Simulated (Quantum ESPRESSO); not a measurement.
# Magnetic state of Cr (Chromium) from several starts

A self-consistent run ends on one state, which hangs on the start. Several orders of Cr (Chromium) are started in Quantum ESPRESSO and their energies compared.

Calculated with Quantum ESPRESSO 7.5; WC; plane waves with GBRV 1.5 PBE potentials, no spin-orbit coupling.

Report form: the programs' logs are mostly left out.

## 1. Starting point

Symmetry: Im-3m, No. 229, cubic system. The conventional cell has a = 2.884 Å, b = 2.884 Å, c = 2.884 Å, α = 90.00°, β = 90.00°, γ = 90.00°. Nearest to Cr lie 8 Cr at 2.50 Å.

Structure file:

```cif
data_structure
_symmetry_space_group_name_H-M 'Im-3m'
_symmetry_Int_Tables_number 229
_cell_length_a 2.8839
_cell_length_b 2.8839
_cell_length_c 2.8839
_cell_angle_alpha 90.000
_cell_angle_beta 90.000
_cell_angle_gamma 90.000
_cell_volume 23.99
loop_
_atom_site_label
_atom_site_type_symbol
_atom_site_symmetry_multiplicity
_atom_site_Wyckoff_symbol
_atom_site_fract_x
_atom_site_fract_y
_atom_site_fract_z
_atom_site_occupancy
Cr1 Cr 2 a 0.00000 0.00000 0.00000 1
```

The cell comes from the Crystallography Open Database.

## 2. Run 1, typed as ferro +

The signs are those of the starting moments on the seeded atoms, the atoms that are given a moment.

The input, pw.in:

```
&CONTROL
  calculation = 'scf'
  prefix = 'pwscf'
  outdir = './tmp'
  pseudo_dir = './pseudo'
  disk_io = 'nowf'
/
&SYSTEM
  ibrav = 0
  nat = 1
  ntyp = 1
  ecutwfc = 40
  ecutrho = 400
  nbnd = 14
  input_dft = 'wc'
  occupations = 'smearing'
  smearing = 'fd'
  degauss = 0.00734986
  nspin = 2
  starting_magnetization(1) = 0.1786
/
&ELECTRONS
  conv_thr = 2d-09
  electron_maxstep = 150
  mixing_beta = 0.3
/
ATOMIC_SPECIES
Cr     51.9961 cr_pbe_v1.5.uspp.F.UPF
CELL_PARAMETERS angstrom
  -1.4419500000    1.4419500000    1.4419500000
   1.4419500000   -1.4419500000    1.4419500000
   1.4419500000    1.4419500000   -1.4419500000
ATOMIC_POSITIONS crystal
Cr      0.0000000000    0.0000000000    0.0000000000
K_POINTS automatic
10 10 10 0 0 0
```

On the command line:

```sh
> OMP_NUM_THREADS=1 mpirun -n 2 pw.x -nk 2 -in pw.in > pw.out
```

Elapsed: 3.8 s, on 2 MPI ranks of Arm Neoverse V2, shared host; peak memory 0.14 GiB.

The spin moment in the atom's sphere vanishes on all atoms.

This step gave:

- smearing term TS: 0.03030 eV
- magnetization: 0 μB
- absolute magnetization: 0 μB
- final state: non-magnetic

## 3. Run 2 (antiferro q=(0,0,1/2) +−)

This order needs a doubled cell of 2 atoms. The wavevector q is in fractions of the reciprocal vectors of the crystal's primitive cell, as the cells of these inputs are built from it; moments change sign between cells as cos(2π q·R).

The input, pw.in:

```
&CONTROL
  calculation = 'scf'
  prefix = 'pwscf'
  outdir = './tmp'
  pseudo_dir = './pseudo'
  disk_io = 'nowf'
/
&SYSTEM
  ibrav = 0
  nat = 2
  ntyp = 2
  ecutwfc = 40
  ecutrho = 400
  nbnd = 21
  input_dft = 'wc'
  occupations = 'smearing'
  smearing = 'fd'
  degauss = 0.00734986
  nspin = 2
  starting_magnetization(1) = 0.1786
  starting_magnetization(2) = -0.1786
/
&ELECTRONS
  conv_thr = 4d-09
  electron_maxstep = 150
  mixing_beta = 0.3
/
ATOMIC_SPECIES
Cr1    51.9961 cr_pbe_v1.5.uspp.F.UPF
Cr2    51.9961 cr_pbe_v1.5.uspp.F.UPF
CELL_PARAMETERS angstrom
  -1.4419500000    1.4419500000    1.4419500000
   1.4419500000   -1.4419500000    1.4419500000
   2.8839000000    2.8839000000   -2.8839000000
ATOMIC_POSITIONS crystal
Cr1     0.0000000000    0.0000000000    0.0000000000
Cr2     0.0000000000    0.0000000000    0.5000000000
K_POINTS automatic
10 10 5 0 0 0
```

The job ended after 25 s (2 MPI ranks; peak memory 0.23 GiB).

Spin moment in the atom's sphere by atom:

```csv
atom,spin moment in the atom's sphere (μB)
Cr1,0.0002
Cr2,-0.0002
```

Read from the output:

| Item | Value |
| --- | --- |
| smearing term TS | 0.06060 eV |
| magnetization | 0 μB |
| absolute magnetization | 0 μB |
| final state | non-magnetic |

## 4. Run 3 (antiferro q=(1/2,1/2,1/2) +−)

This order needs a doubled cell of 2 atoms.

pw.in, as its differences from that of step 3:

```diff
@@ -31,9 +31,9 @@
 CELL_PARAMETERS angstrom
-  -1.4419500000    1.4419500000    1.4419500000
-   1.4419500000   -1.4419500000    1.4419500000
-   2.8839000000    2.8839000000   -2.8839000000
+  -2.8839000000    2.8839000000    2.8839000000
+   0.0000000000    0.0000000000    2.8839000000
+   0.0000000000    2.8839000000    0.0000000000
 ATOMIC_POSITIONS crystal
 Cr1     0.0000000000    0.0000000000    0.0000000000
-Cr2     0.0000000000    0.0000000000    0.5000000000
+Cr2     0.5000000000    0.0000000000    0.0000000000
 K_POINTS automatic
-10 10 5 0 0 0
+5 10 10 0 0 0
```

Wall time 15 s (2 MPI ranks); peak memory 0.2 GiB; 29 s of CPU time.

Spin moment in the atom's sphere by atom:

```csv
atom,spin moment in the atom's sphere (μB)
Cr1,1.13
Cr2,-1.13
```

Numbers from this step:

| Quantity | Value |
| --- | --- |
| smearing term TS | 0.03342 eV |
| magnetization | 0 μB |
| absolute magnetization | 2.431 μB |
| final state | antiferromagnetic |

## 5. Run 4, typed as no spin polarisation

The input, pw.in:

```
&CONTROL
  calculation = 'scf'
  prefix = 'pwscf'
  outdir = './tmp'
  pseudo_dir = './pseudo'
  disk_io = 'nowf'
/
&SYSTEM
  ibrav = 0
  nat = 1
  ntyp = 1
  ecutwfc = 40
  ecutrho = 400
  nbnd = 13
  input_dft = 'wc'
  occupations = 'smearing'
  smearing = 'fd'
  degauss = 0.00734986
/
&ELECTRONS
  conv_thr = 2d-09
  electron_maxstep = 150
  mixing_beta = 0.3
/
ATOMIC_SPECIES
Cr     51.9961 cr_pbe_v1.5.uspp.F.UPF
CELL_PARAMETERS angstrom
  -1.4419500000    1.4419500000    1.4419500000
   1.4419500000   -1.4419500000    1.4419500000
   1.4419500000    1.4419500000   -1.4419500000
ATOMIC_POSITIONS crystal
Cr      0.0000000000    0.0000000000    0.0000000000
K_POINTS automatic
10 10 10 0 0 0
```

The job ended after 2.1 s (2 MPI ranks; peak memory 0.13 GiB; 4 s of CPU time).

Read from the output:

* smearing term TS: 0.03030 eV
* final state: non-magnetic (no spin polarisation)

## 6. What a mistake does

As a test, an input with a fault in it is run.

pw.in, as its differences from that of step 5:

```diff
@@ -13,3 +13,3 @@
   ecutrho = 400
-  nbnd = 13
+  nbnd = 14
   input_dft = 'wc'
@@ -18,6 +18,7 @@
   degauss = 0.00734986
-/
+  nspin = 2
+  starting_magnetization(1) = 0.1786
 &ELECTRONS
   conv_thr = 2d-09
-  electron_maxstep = 150
+  electron_maxstep = 100
   mixing_beta = 0.3
```

Elapsed: 0.5 s, on 2 MPI ranks; peak memory 0.05 GiB.

The program refused the input before any cycle.

The program's message: “read_namelists (1): bad line in namelist &system: "&ELECTRONS" (error could be in the previous line)”

The fault put into the input: a namelist without its slash.

## 7. Ranking

An order is kept where moments of 0.15 μB or more survive with the typed signs; meshes match where a doubled cell samples the same k points as the first cell.

Orders:

```csv
start,final state,typed order kept,energy over the lowest (meV a seeded atom),largest site moment (μB),net moment (μB a cell of the first run),mesh matched,CPU time (s)
ferro +,non-magnetic,no,18.1,0,0,yes,7.4
"antiferro q=(0,0,1/2) +-",non-magnetic,no,18.1,0,0,yes,50.18
"antiferro q=(1/2,1/2,1/2) +-",antiferromagnetic,yes,0,1.133,0,yes,28.88
no spin polarisation,non-magnetic,-,18.08,0,0,yes,4.02
```

## 8. The lowest state again, with its states saved

The input, pw.in:

```
&CONTROL
  calculation = 'scf'
  prefix = 'pwscf'
  outdir = './tmp'
  pseudo_dir = './pseudo'
  disk_io = 'low'
/
&SYSTEM
  ibrav = 0
  celldm(1) = 8
  nat = 2
  ntyp = 2
  ecutwfc = 40
  ecutrho = 400
  nbnd = 25
  input_dft = 'wc'
  occupations = 'smearing'
  smearing = 'fd'
  degauss = 0.00734986
  nspin = 2
  starting_magnetization(1) = 0.1786
  starting_magnetization(2) = -0.1786
/
&ELECTRONS
  conv_thr = 4d-09
  electron_maxstep = 150
  mixing_beta = 0.3
/
ATOMIC_SPECIES
Cr1    51.9961 cr_pbe_v1.5.uspp.F.UPF
Cr2    51.9961 cr_pbe_v1.5.uspp.F.UPF
CELL_PARAMETERS alat
  -0.6812226463510    0.6812226463510    0.6812226463510
   0.0000000000000    0.0000000000000    0.6812226463510
   0.0000000000000    0.6812226463510    0.0000000000000
ATOMIC_POSITIONS crystal
Cr1     0.0000000000    0.0000000000    0.0000000000
Cr2     0.5000000000    0.0000000000    0.0000000000
K_POINTS automatic
5 10 10 0 0 0
```

It took 15 s on 2 MPI ranks; peak memory 0.2 GiB; 30 s of CPU time.

Numbers from this step:

```
smearing term TS       : 0.03344 eV
magnetization          : 0 μB
absolute magnetization : 2.43 μB
final state            : antiferromagnetic
largest moment         : 1.132 μB
```

## 9. Projections on atomic orbitals

projwfc.x projects the saved states on orthogonalised atomic orbitals of the pseudopotential files.

Elapsed: 1.2 s, on 2 MPI ranks; peak memory 0.07 GiB.

```csv
atom,moment in the sphere (μB),Löwdin moment (μB),Löwdin charge (e)
Cr1,1.132,1.298,13.705
Cr2,-1.132,-1.298,13.705
```

## 10. Outcome

| Quantity | Value |
| --- | --- |
| lowest state found | antiferromagnetic (from antiferro q=(1/2,1/2,1/2) +-) |
| largest site moment | 1.13 μB |
| state without moments | 18.1 meV a seeded atom higher |

What this shows: At this level spin polarisation gains little. 2 starts lost their moments. The largest moment reads 1.13 μB in the sphere and 1.30 μB by Löwdin projection; a site moment hangs on how space is shared out. Only these 4 starts were compared; other wavevectors, canted and longer-period orders were not. The pseudopotentials were made with another functional, an inconsistency that can move energies. Energies are free energies at an electronic temperature of 1160 K, which lowers moments and differences where the moments are itinerant.

[Logs and program files are shortened in this print: banners, set-up blocks, solver, clock and traceback lines can be left out without a mark of their own.]

[Logs are printed without paths, hosts, clocks, repeated set-up lines and the standing remarks that a program may print on its own settings, such as how far it seeks lower states.]

[Hosts, paths, dates, database ids (printed as entryN), source tags and the programs' standing remarks are cut or masked in the printed files.]

[Where a cell is said to come from a database of computed structures, the database is the Materials Project.]
